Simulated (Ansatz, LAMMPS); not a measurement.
# Glassy 63SiO2-22Al2O3-15ZnO (mol %) (89 atoms) under strain, part 3 of 4

How stiff is glassy 63SiO2-22Al2O3-15ZnO (mol %) (89 atoms), and how do its levels respond to strain?

Ansatz 0.2.0; Kohn-Sham DFT, RPBE, PAW (set soft_1), plane waves.

The cell: 17 Si, 12 Al, 4 Zn and 56 O. The quench rate of 20 K/ps is many orders above laboratory rates. The starting topology of bonds comes from the classical model. Only the Γ point is sampled.

So far. Step 2 (Single point at the start): The r.m.s. force at the start is 0.80 eV/Å. Step 3 (Cell and atoms relaxed): The relaxation converged after 33 steps, with a largest force component of 0.040 eV/Å.

## Step 4: Single point at the relaxed geometry

The electronic structure is read at the final geometry, in a run of its own.

File input.yaml:

```yaml
crystal:
  lattice:
    - [11.0813, -0.50694, 0.29949]
    - [-0.50694, 10.91955, -0.32099]
    - [0.29949, -0.32099, 10.62783]
  atoms:
    - { symbol: Si, position: [0.12377, 0.76275, 0.88146] }
    - { symbol: Si, position: [0.934, 0.432, 0.87479] }
    - { symbol: Si, position: [0.35694, 0.90359, 0.42364] }
    - { symbol: Si, position: [0.85574, 0.63707, 0.39066] }
    - { symbol: Si, position: [0.85251, 0.76799, 0.98219] }
    - { symbol: Si, position: [0.36207, 0.18483, 0.33222] }
    [... 77 atom lines left out ...]
    - { symbol: O, position: [0.60843, 0.12897, 0.44143] }
    - { symbol: O, position: [0.74654, 0.95469, 0.54491] }
    - { symbol: O, position: [0.92995, 0.55144, 0.28977] }
    - { symbol: O, position: [0.80637, 0.20643, 0.60322] }
    - { symbol: O, position: [0.7838, 0.4116, 0.90077] }
    - { symbol: O, position: [0.17252, 0.81939, 0.74701] }
kpoints:
  mp_grid: { grid: [1, 1, 1] }
hamiltonian:
  xc: rpbe
  pseudopotentials: { kind: paw, azcp: { folder: soft_1 } }
scf:
  occupations: { method: fixed }
output:
  forces: true
  stress: true
  populations: intrinsic
  dos:
    method: { smearing: { sigma: 0.08 } }
    de: 0.1
    projected: { site_lists: { Al: [Al], O: [O], Si: [Si], Zn: [Zn] } }
  eigenvalues: true
  write_density: true
  write_potential: true
  volumetric_format: npy
```

Run with:

```console
$ ansatz run input.yaml --threads 4 --pin off --max-ram 8192MiB --backend cpu --events-out ev --progress --plain --runs-dir out
```

Numbers of over 12 decimals in the logs are rounded to 6 here.

The log of the run:

```text
[...]
Crystal: 89 atoms, lattice volume = 1281.242 Å³
Basis set: ecut = 420 eV, 25053 PW (Γ), exchange–correlation on 150×150×144 points (8 copies of the dense FFT grid, shifted against one another)
Bands: 333, of which v1, the nominal top of the filled ones, is band 244 counted from 1 (243 counted from 0)
Symmetry: 1 space group operations
[...]
k-points: 1
[...]
SCF iter   1: F=—  HF=-62662.099986 eV  |F-HF|=—  |Δ(HF+E_count)|=         —  Δρ=1.20e-1  dr2=1.77e2  ethr=3.10e-3  ⟨swp⟩=5.0  Hψ=1211  notcnv=0  defer=87
[...]
SCF iter  14: F=-62612.826366 eV  HF=-62612.826366 eV  |F-HF|=2.77e-8  |Δ(HF+E_count)|=   3.87e-8  Δρ=2.14e-6  dr2=3.44e-8  ethr=2.05e-11  ⟨swp⟩=11.0  Hψ=2260  notcnv=0
SCF 1 converged in 14 iterations: F = -62612.826366 eV  dr2 = 3.44e-8
[...]
WARN: The input density's exchange-correlation potential varies sharply where the density is thin. Do not read a vacuum level from v_tot or v_xc, or from such a field of the output density. On a cell that repeats whose density bears no net charge and no dipole along the vacuum's axis use v_es (v_loc + v_h of the components); [...]
SCF converged after 14 iterations
Free energy (F): -62612.826366 eV
[...]
Internal energy: -62612.826366 eV  (E = F + TS)
E sigma→0 (E₀):  -62612.826366 eV
Fermi energy:    3.153077 eV
[...]
--- Forces (eV/Å), atoms counted from 1 ---
  atom   1  Si     0.01992505    -0.00192427    -0.01933772
  atom   2  Si    -0.00271856    -0.01096203     0.03882653
  atom   3  Si    -0.01153873    -0.00976309     0.02400165
  atom   4  Si     0.00630350    -0.00658364    -0.01667301
  atom   5  Si    -0.00090718    -0.00017281    -0.00011472
  atom   6  Si     0.00543751    -0.01240072     0.00784279
  atom   7  Si     0.01564906     0.01310169    -0.01183010
  atom   8  Si    -0.01624678     0.01268066     0.00013445
  atom   9  Si    -0.00917526     0.00656335     0.00655698
  atom  10  Si     0.01900792     0.01825600    -0.02018545
  atom  11  Si     0.01569736    -0.01359392     0.00263598
  atom  12  Si    -0.00895565     0.00844554     0.01303624
  atom  13  Si     0.01236266     0.00429710     0.02335006
  atom  14  Si    -0.00324649     0.00545987     0.00942997
[...]
atom  88  O     -0.00484360    -0.00477678     0.01672111
  atom  89  O     -0.00927256    -0.01360911     0.01576861
  max |Σ_I F_I| component: 1.04e-4 eV/Å
--- Stress (GPa, compression-positive) ---
        0.010936       0.000149       0.003543
        0.000150      -0.002684       0.003100
        0.003546       0.003090       0.029759
  P = ⅓ Tr σ = 0.0127 GPa (0.127 kbar)
--- Band table (eV) ---
[...]
--- intrinsic populations: 89 sites ---
  site symbol       q [e]
     0     Si      2.3306
     1     Si      2.3584
     2     Si      2.3253
[...]
88      O      6.8368
  spilling = -0.000000 (of n_electrons = 488.000000)
```

It took 31 s on 4 threads of Arm Neoverse V1, shared host; peak memory 1.6 GiB.

The program notes that the exchange-correlation potential is rough where the density is thin.

Numbers from this run:

```
free energy                                      : -62612.8264 eV
free energy per atom                             : -703.5149 eV/atom
SCF cycles                                       : 14
pressure                                         : 0.01267 GPa
r.m.s. force component                           : 0.00959 eV/Å
longest force                                    : 0.04531 eV/Å
Fermi energy                                     : 3.153 eV
gap (highest filled to lowest empty level) : 2.687 eV
```

Intrinsic-atomic-orbital charges by element and coordination:

```
element  coordination  atoms  mean charge (e)  spread  least    most
     Al           all     12             1.36  0.0313   1.30    1.40
      O           all     56           -0.911  0.0656  -1.19  -0.837
      O             2     38           -0.891  0.0534  -1.07  -0.837
      O             3     18           -0.953  0.0691  -1.19  -0.872
     Si           all     17             1.68  0.0269   1.64    1.73
     Zn           all      4             1.51  0.0183   1.48    1.53
     Zn             3      2             1.50  0.0171   1.48    1.52
     Zn             4      2             1.53   0.001   1.53    1.53
```

States in the cell by windows of 1 eV, zero at the Fermi level; the larger projections on atomic orbitals stand beside the total:

```
from (eV)  to (eV)  total   O p  Zn d  Si p
      -14      -11    0.0   0.0   0.0   0.0
      -11      -10    2.1   1.3   0.0   0.1
      -10       -9    8.6   5.5   0.0   0.4
       -9       -8   11.0   7.2   0.2   0.8
       -8       -7   19.8  12.2   3.1   1.8
       -7       -6   39.0  23.5   8.5   3.9
       -6       -5   52.3  26.2  19.2   2.9
       -5       -4   47.4  35.2   4.7   2.3
       -4       -3   57.5  49.8   1.8   1.8
       -3       -2   67.6  62.2   1.0   1.2
       -2       -1   56.1  52.7   0.8   0.5
       -1        0   13.6  12.7   0.2   0.1
        0        1    0.9   0.9   0.0   0.0
        1        2    0.0   0.0   0.0   0.0
        2        3    2.0   0.2   0.0   0.0
        3        4    2.0   0.3   0.0   0.1
        4        5    5.2   0.7   0.0   0.3
```

The curve was stored every 0.100 eV, coarse against its broadening of 0.08 eV, so these counts are rough.

With fixed occupations the program's Fermi level is the highest filled level; weight inside the gap is the broadening of levels at its edges.

Between -21 and -14 eV lie 112 more states.

The levels nearest the highest filled one (over half full), pooled over k-points and spins:

```
level less the highest filled one (eV)  occupation
                                -0.805           2
                                -0.734           2
                                -0.694           2
                                -0.520           2
                                -0.354           2
                                     0           2
                                  2.69           0
                                  3.48           0
                                  4.29           0
                                  4.60           0
                                  5.00           0
                                  5.11           0
```

Valence density in the ab plane at fractional z = 0.342, with atoms of Si and Al and Zn and O within 0.2 Å of it. It is the smooth field of the valence electrons, not physical close to the nuclei.

Ten steps, logarithmic in the rise over the least value, from '0' (0 e/Å³) to '9' (22 e/Å³), each cell a mean:
```
0011110012321101110012455311000
0000000001111112211012455310000
0000000122111123321001232110000
0000002454211123210000000011110
0000013676310011100000000012321
0000013565200000000000000012321
0000012332100000000001111112210
0000000110000000000124542111110
0000000000000000000146764212221
1000011210000000001236653223442
1000124431000001121123321123553
1000246652000013442110000012332
0001246642000024653100000001110
0000123321000024542100000000000
0000011100000012221000000000000
0100001100000111100000001222100
0000122321011111000000013564210
0000135642112210000000024675210
0000246753211210000000013553100
0000135542111110000000001221000
0012222222221100001110000000000
1136752123442100001110000000000
1148963135653100000100011000001
0135641135642100000001233210000
```
Columns run along a (11.1 Å), rows up along b (10.9 Å). Atoms in or near the plane, at fractional coordinates: Si at (0.36, 0.18), Al at (0.14, 0.36), Al at (0.18, 0.64), Zn at (0.13, 0.06), O at (0.71, 0.63), O at (0.83, 0.27), O at (0.22, 0.23).

Electrostatic potential energy in the ab plane at fractional z = 0.342, with atoms of Si and Al and Zn and O within 0.2 Å of it. With pseudopotentials it is smooth inside the atoms' cores, unlike the true potential.

Values in eV, 13 rows by 16 columns, each cell a mean:
```
  6   3   2   6   4  -3  -1   6   6   0  -5 -10 -23  -4  -4   3
  8   8   8   6  -2  -6  -3   3   2   6   5   5   2   1   0   5
  9   8   7 -10 -30  -1   7   9   9   9   9   9   8   7   3   7
  8   5  -3  -7  -4   8   9  10   9   9   9   6   6   0  -1   6
  7  -2  -1  -2  -1   8   9   9   7   5  -6 -30 -14 -26 -21   3
  8   3  -5 -10   2   9  10   9   6   2  -1 -11   0  -9 -15  -6
  8   6   0 -28  -9  10   9   4 -19  -4   6   8   8   8   5   6
  5  -6  -4  -7   7   9   7   1 -12   1   7   8   9   9   9   9
  2  -7   1  -5   6   7   6   4   3   5   7   7   6  -3   5   7
  5   0  -5 -23 -11 -11 -12   3   7   8   7   6  -7 -32  -6   6
  6   5   0 -19 -15 -24 -26  -2   8   9   8   7   6   2   6   7
  5 -16 -26  -6  -1 -21  -9   5   9   9   8   8   8   8   8   8
  3 -25 -31  -6  -6 -28   0   8   7   3   0   3   4   5   5   6
```
Columns run along a (11.1 Å; values clipped at the 3rd and 97th percentile), rows up along b (10.9 Å). Atoms in or near the plane, at fractional coordinates: Si at (0.36, 0.18), Al at (0.14, 0.36), Al at (0.18, 0.64), Zn at (0.13, 0.06), O at (0.71, 0.63), O at (0.83, 0.27), O at (0.22, 0.23).

The highest filled and lowest empty levels differ by 2.69 eV (at Γ alone); a semilocal functional tends to put such gaps too low. In a disordered cell it changes from sample to sample, and tail or defect levels can set it. Mean intrinsic-atomic-orbital charges: Al +1.36, O -0.91, Si +1.68, Zn +1.51 e.

## Step 5: Volume -3 %

The relaxed cell is scaled evenly and the atoms are relaxed again; the stress at the end gives one point of P(V).

input.yaml, the sections that differ from step 4:

```yaml
crystal:
  lattice:
    - [10.96936, -0.50182, 0.29646]
    - [-0.50182, 10.80924, -0.31775]
    - [0.29646, -0.31775, 10.52047]
  atoms:
    [... the 89 atom lines of step 4 ...]
output:
  forces: true
  eigenvalues: true
  stress: true
relax:
  f_tol: 0.05
  max_steps: 70
# kpoints, hamiltonian, scf: as in step 4
```

The log of the run:

```text
Warning: output.stress: scf.convergence.dr2_threshold = 1e-7 eV (the SCF's general default) is looser than the 8.9e-9 eV advised for a printed stress (1e-10 eV for each atom of the cell: 89). What an SCF threshold leaves in a stress goes as its square root, and in the free energy as the threshold itself, and one threshold admits the most on a small cell: [...]
[...]
Crystal: 89 atoms, lattice volume = 1242.805 Å³
Basis set: ecut = 420 eV, 24301 PW (Γ), exchange–correlation on 150×150×144 points (8 copies of the dense FFT grid, shifted against one another)
Bands: 333, of which v1, the nominal top of the filled ones, is band 244 counted from 1 (243 counted from 0)
Symmetry: 1 space group operations
[...]
k-points: 1
[...]
SCF iter   1: F=—  HF=-62663.439375 eV  |F-HF|=—  |Δ(HF+E_count)|=         —  Δρ=1.24e-1  dr2=1.82e2  ethr=3.10e-3  ⟨swp⟩=5.0  Hψ=1212  notcnv=0  defer=87
[...]
SCF iter  10: F=-62612.278357 eV  HF=-62612.278367 eV  |F-HF|=9.91e-6  |Δ(HF+E_count)|=   3.97e-5  Δρ=3.10e-5  dr2=9.25e-6  ethr=1.28e-8  ⟨swp⟩=16.0  Hψ=2461  notcnv=0
SCF 1 converged in 10 iterations: F = -62612.278357 eV  dr2 = 9.25e-6
[...]
relax step   1: F+E_penalty+E_count = -62612.27835718 eV  Δ(F+E_penalty+E_count) = +0.000e0 eV  max|allowed force component| = 4.648e-1 eV/Å  Δτ_max = 0.0000 Å  (10 SCF iters, dr2 threshold 6.25e-5 eV, accepted)
[...]
relax step   2: F+E_penalty+E_count = -62612.44384197 eV  Δ(F+E_penalty+E_count) = -1.655e-1 eV  max|allowed force component| = 3.021e-1 eV/Å  Δτ_max = 0.0291 Å  (6 SCF iters, dr2 threshold 1.35e-5 eV, accepted)
[...]
relax step   3: F+E_penalty+E_count = -62612.56496208 eV  Δ(F+E_penalty+E_count) = -1.211e-1 eV  max|allowed force component| = 1.198e-1 eV/Å  Δτ_max = 0.0479 Å  (7 SCF iters, dr2 threshold 5.70e-6 eV, accepted)
relax step   4: F+E_penalty+E_count = -62612.50850577 eV  Δ(F+E_penalty+E_count) = +5.646e-2 eV  max|allowed force component| = 5.459e-1 eV/Å  Δτ_max = 0.2000 Å  (10 SCF iters, rejected (line search))
relax step   5: F+E_penalty+E_count = -62612.58799854 eV  Δ(F+E_penalty+E_count) = -2.304e-2 eV  max|allowed force component| = 5.560e-2 eV/Å  Δτ_max = 0.0572 Å  (10 SCF iters, accepted)
relax step   6: F+E_penalty+E_count = -62612.58845712 eV  Δ(F+E_penalty+E_count) = -4.586e-4 eV  max|allowed force component| = 1.989e-1 eV/Å  Δτ_max = 0.0364 Å  (9 SCF iters, accepted)
relax step   7: F+E_penalty+E_count = -62612.59463367 eV  Δ(F+E_penalty+E_count) = -6.177e-3 eV  max|allowed force component| = 5.354e-2 eV/Å  Δτ_max = 0.0222 Å  (6 SCF iters, dr2 threshold 8.52e-6 eV, accepted)
relax step   8: F+E_penalty+E_count = -62612.59840056 eV  Δ(F+E_penalty+E_count) = -3.767e-3 eV  max|allowed force component| = 4.909e-2 eV/Å  Δτ_max = 0.0543 Å  (9 SCF iters, accepted)
relax step   9: F+E_penalty+E_count = -62612.60233847 eV  Δ(F+E_penalty+E_count) = -3.938e-3 eV  max|allowed force component| = 7.169e-2 eV/Å  Δτ_max = 0.0700 Å  (9 SCF iters, accepted)
relax step  10: F+E_penalty+E_count = -62612.60742174 eV  Δ(F+E_penalty+E_count) = -5.083e-3 eV  max|allowed force component| = 6.954e-2 eV/Å  Δτ_max = 0.0958 Å  (7 SCF iters, dr2 threshold 4.32e-6 eV, accepted)
relax step  11: F+E_penalty+E_count = -62612.61150353 eV  Δ(F+E_penalty+E_count) = -4.082e-3 eV  max|allowed force component| = 1.138e-1 eV/Å  Δτ_max = 0.0481 Å  (6 SCF iters, dr2 threshold 4.55e-6 eV, accepted)
relax step  12: F+E_penalty+E_count = -62612.61406572 eV  Δ(F+E_penalty+E_count) = -2.562e-3 eV  max|allowed force component| = 1.589e-1 eV/Å  Δτ_max = 0.0470 Å  (6 SCF iters, dr2 threshold 1.22e-5 eV, accepted)
relax step  13: F+E_penalty+E_count = -62612.60091255 eV  Δ(F+E_penalty+E_count) = +1.315e-2 eV  max|allowed force component| = 1.430e-1 eV/Å  Δτ_max = 0.0909 Å  (6 SCF iters, dr2 threshold 2.53e-5 eV, rejected (line search))
relax step  14: F+E_penalty+E_count = -62612.61650619 eV  Δ(F+E_penalty+E_count) = -2.440e-3 eV  max|allowed force component| = 1.289e-1 eV/Å  Δτ_max = 0.0202 Å  (9 SCF iters, accepted)
relax step  15: F+E_penalty+E_count = -62612.58997267 eV  Δ(F+E_penalty+E_count) = +2.653e-2 eV  max|allowed force component| = 3.932e-1 eV/Å  Δτ_max = 0.1000 Å  (6 SCF iters, dr2 threshold 1.09e-5 eV, rejected (line search))
[...]
relax step  16: F+E_penalty+E_count = -62612.61827105 eV  Δ(F+E_penalty+E_count) = -1.765e-3 eV  max|allowed force component| = 8.580e-3 eV/Å  Δτ_max = 0.0117 Å  (9 SCF iters, accepted)
SCF converged after 9 iterations
Free energy (F): -62612.618271 eV
[...]
Internal energy: -62612.618271 eV  (E = F + TS)
E sigma→0 (E₀):  -62612.618271 eV
Fermi energy:    3.481320 eV
[...]
--- Forces (eV/Å), atoms counted from 1 ---
  atom   1  Si     0.00098757     0.00177537    -0.00475243
  atom   2  Si    -0.00527073     0.00702351     0.00173622
  atom   3  Si     0.00378809    -0.00190844     0.00163306
  atom   4  Si    -0.00349744     0.00087363    -0.00033591
  atom   5  Si    -0.00376588    -0.00339931    -0.00040054
  atom   6  Si     0.00169971    -0.00278758    -0.00296983
  atom   7  Si    -0.00115619    -0.00059388    -0.00016832
  atom   8  Si    -0.00491630    -0.00107284     0.00566241
  atom   9  Si     0.00378012     0.00075644    -0.00172059
  atom  10  Si     0.00085893     0.00103092    -0.00123129
  atom  11  Si     0.00103866     0.00390949     0.00260282
  atom  12  Si    -0.00491040    -0.00046607     0.00391758
  atom  13  Si     0.00209521    -0.00244230    -0.00337996
  atom  14  Si    -0.00129410     0.00430198     0.00410233
[...]
atom  88  O      0.00105089    -0.00415401    -0.00141428
  atom  89  O     -0.00071080     0.00087015     0.00183004
  max |Σ_I F_I| component: 3.10e-5 eV/Å
--- Stress (GPa, compression-positive) ---
        1.669543       0.181993      -0.317650
        0.181991       1.753874       0.176551
       -0.317651       0.176546       1.716122
  P = ⅓ Tr σ = 1.7132 GPa (17.132 kbar)
--- Band table (eV) ---
[...]
--- Relaxed structure (16 steps of the walk, 13 accepted, 0 SCFs on fresh bases) ---
  F+E_penalty+E_count = -62612.61827105 eV   max|allowed force component| = 8.580e-3 eV/Å
  atoms:
    - { symbol: Si, position: [0.120506, 0.764886, 0.880816] }
    - { symbol: Si, position: [0.931246, 0.436744, 0.872104] }
    - { symbol: Si, position: [0.359182, 0.902588, 0.422301] }
    - { symbol: Si, position: [0.857105, 0.635680, 0.389157] }
[...]
- { symbol: O, position: [0.168362, 0.825178, 0.746318] }
```

Elapsed: 4.2 min, on 4 threads; peak memory 1.6 GiB; 16 min of CPU time.

The program notes that the SCF threshold is loose for the stress.

The relaxation converged after 16 steps, 0.340 eV below its start, with a largest force component of 0.0086 eV/Å.

Volume -3 %: the energy stands 0.208 eV above that of the reference, at a pressure of 1.71 GPa.

## Step 6: Volume +3 %

The relaxed cell is scaled to another volume.

Input and log are left out; they have the form of those shown for this kind of step.

It took 84 s on 4 threads of Arm Neoverse V1, shared host; peak memory 1.6 GiB; 5.3 min of CPU time.

The relaxation converged after 5 steps, 0.272 eV below its start, with a largest force component of 0.048 eV/Å.

Volume +3 %: the energy stands 0.221 eV above that of the reference, at a pressure of -1.82 GPa.

## Step 7: Volume -6 %

The relaxed cell is scaled to another volume.

Input and log are left out; they have the form of those shown for this kind of step.

Run time: 3.5 min. Hardware: 4 threads of Arm Neoverse V1, shared host; peak memory 1.5 GiB; 13 min of CPU time.

The relaxation converged after 14 steps, 1.45 eV below its start, with a largest force component of 0.030 eV/Å.

Volume -6 %: the energy stands 0.852 eV above that of the reference, at a pressure of 3.64 GPa.

## Step 8: Volume +6 %

The relaxed cell is scaled to another volume.

Input and log are left out; they have the form of those shown for this kind of step.

It took 2.2 min on 4 threads of Arm Neoverse V1, shared host; peak memory 1.7 GiB.

The relaxation converged after 7 steps, 1.01 eV below its start, with a largest force component of 0.025 eV/Å.

Volume +6 %: the energy stands 0.858 eV above that of the reference, at a pressure of -3.54 GPa.

## Step 9: Volume -10 %

The relaxed cell is scaled to another volume.

Input and log are left out; they have the form of those shown for this kind of step.

Run time: 3.9 min. Hardware: 4 threads of Arm Neoverse V1, shared host; peak memory 1.5 GiB; 15 min of CPU time.

The relaxation converged after 15 steps, 4.65 eV below its start, with a largest force component of 0.050 eV/Å.

Volume -10 %: the energy stands 2.22 eV above that of the reference, at a pressure of 5.06 GPa.

(Continued in part 4 of 4.)

[Logs are printed without paths, hosts, clocks, repeated set-up lines and the standing remarks that a program may print on its own settings, such as how far it seeks lower states.]

[Hosts, paths, dates, database ids (printed as entryN), source tags and the programs' standing remarks are cut or masked in the printed files.]
